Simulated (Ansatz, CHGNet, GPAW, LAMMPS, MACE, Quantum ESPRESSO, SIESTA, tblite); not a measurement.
# Which run comes nearest? Glassy 65P2O5-35BaO (mol %) (89 atoms)

Density of this cell: 3.03 g/cm³. The cell holds 89 atoms: 22 P, 6 Ba and 61 O. Cell: a = 11.076 Å, b = 11.076 Å, c = 11.076 Å, α = 90.0°, β = 90.0°, γ = 90.0°. 89 atoms (22 P, 6 Ba, 61 O) placed at random at 3.09 g/cm³, melted at 4000 K for 10 ps at fixed volume with the Morse and Coulomb pair potential with partial charges (Pedone, Malavasi, Menziani, Cormack and Segre, J. Phys. Chem. B 110, 11780 (2006)). Quenched from 4000 K to 300 K at 10 K/ps and fixed volume, held 10 ps at zero pressure.

Geometry: as built.

The reference, a calculation:

| Property | Result |
| --- | --- |
| method | Kohn-Sham DFT, PBE, SSSP efficiency 1.3.0 pseudopotentials, plane waves (Quantum ESPRESSO 7.5); sssp-pbe-1.3.0-efficiency, cutoffs 60/480 Ry, Γ point |
| r.m.s. force component | 1.49 eV/Å |
| longest force | 7.722 eV/Å |
| pressure | 2.577 GPa |
| gap (highest filled to lowest empty level) | 0.53 eV |
| time | 7.1 min on 4 MPI ranks of Arm Neoverse V1, shared host |
| CPU time | 28 min |

Q: Estimate the differences from the reference, the CPU time and the memory of each run.
- GPAW PBE, LCAO dzp, h 0.18 Å, other mixer settings (GPAW 26.7.0; 2 MPI ranks)
- QE PBE, sssp-1.3.0-efficiency, 25/200 Ry (Quantum ESPRESSO 7.5; 2 MPI ranks)
- SIESTA PBE, DZ, shift 0.01 Ry, mesh 500 Ry (SIESTA 5.4.2; 2 MPI ranks)
- CHGNet 0.3.0 potential (CHGNet 0.3.0; 1 thread)
- MACE MPA-0 medium potential (MACE MPA-0 medium; 1 thread)
- CHGNet r2SCAN potential (CHGNet r2SCAN; 1 thread)
- GPAW PBE, LCAO dzp, h 0.18 Å (GPAW 26.7.0; 1 thread)
- SIESTA PBE, DZP, shift 0.01 Ry, mesh 500 Ry (SIESTA 5.4.2; 2 MPI ranks)
- SIESTA PBE, SZ, shift 0.01 Ry, mesh 500 Ry (SIESTA 5.4.2; 1 thread)
- GPAW PBE, LCAO dzp, h 0.22 Å (GPAW 26.7.0; 1 thread)

Differences are against the plane-wave reference, forces as r.m.s. over components; share is that over the reference's r.m.s. force, slope the least-squares factor from reference forces to these. Total energies of different programs have different zeros and aren't compared.

| run | Δ force, r.m.s. (meV/Å) | share (%) | slope | Δ pressure (GPa) | Δ gap (eV) | cores | CPU time | memory (GiB) |
| --- | --- | --- | --- | --- | --- | --- | --- | --- |
| reference | - | - | - | - | - | 4 | 28 min | 4.4 |
| GPAW PBE, LCAO dzp, h 0.18 Å, other mixer settings | 494 | 33.2 | 1.124 | - | -0.198 | 2 | 4.9 min | 1.8 |
| QE PBE, sssp-1.3.0-efficiency, 25/200 Ry (coarse) | 111 | 7.47 | 0.977 | -78.5 | - | 2 | 5.3 min | 1.2 |
| SIESTA PBE, DZ, shift 0.01 Ry, mesh 500 Ry (coarse) | 2181 | 146 | 1.266 | 23.7 | - | 2 | 3.1 min | 1.3 |
| CHGNet 0.3.0 potential | 428 | 28.7 | 0.877 | -0.340 | - | 1 | 4.6 s | 1.1 |
| MACE MPA-0 medium potential | 308 | 20.7 | 0.896 | -0.731 | - | 1 | 9.6 s | 0.98 |
| CHGNet r2SCAN potential | 640 | 42.9 | 0.739 | -5.30 | - | 1 | 4.3 s | 1.0 |
| GPAW PBE, LCAO dzp, h 0.18 Å | 494 | 33.1 | 1.124 | - | -0.200 | 1 | 3.9 min | 1.5 |
| SIESTA PBE, DZP, shift 0.01 Ry, mesh 500 Ry | 267 | 17.9 | 1.101 | 1.99 | - | 2 | 5 min | 1.9 |
| SIESTA PBE, SZ, shift 0.01 Ry, mesh 500 Ry (coarse) | 3124 | 210 | 1.416 | 35.9 | - | 1 | 3.6 min | 0.85 |
| GPAW PBE, LCAO dzp, h 0.22 Å (coarse) | 503 | 33.8 | 1.117 | - | -0.200 | 1 | 2.8 min | 1.1 |

Rows marked coarse were listed beforehand as settings not expected to be converged; some can still land near the reference.

Times of the machine-learned potentials are mostly Python's start and the loading of weights.

CPU time is summed over cores on a shared host, where runs went side by side, so it is rough. Symmetry, cutoffs, thresholds, outputs and thread counts weren't matched or tuned between programs; memory under MPI is the largest rank's times the ranks.

The PBE runs in local orbitals, coarse settings apart, differ by 18 % (SIESTA PBE, DZP, shift 0.01 Ry, mesh 500 Ry) to 33 % (GPAW PBE, LCAO dzp, h 0.18 Å, other mixer settings); basis, grid and potentials can all enter. Machine-learned potentials differ by 21 % (MACE MPA-0 medium potential) to 43 % (CHGNet r2SCAN potential); they were trained on other programs' data, some at another functional. Runs with settings chosen to be coarse differ by 7.5 % (QE PBE, sssp-1.3.0-efficiency, 25/200 Ry) to 210 % (SIESTA PBE, SZ, shift 0.01 Ry, mesh 500 Ry), their programs' other errors included. Of the electronic-structure runs that take under half the reference's CPU time, QE PBE, sssp-1.3.0-efficiency, 25/200 Ry comes nearest, at 7.5 % in 5.3 min against 28 min; its pressure misses by -78.5 GPa. Machine-learned potentials mimic data converged in k, so the reference's own k-point error enters their differences. The network of bonds at the start is that of the classical potential that made the cell, and needn't be the one that DFT or experiment would give. The electronic-structure runs sample only Γ, in a cell whose shortest periodic width is 11 Å.

[Hosts, paths, dates, database ids (printed as entryN), source tags and the programs' standing remarks are cut or masked in the printed files.]
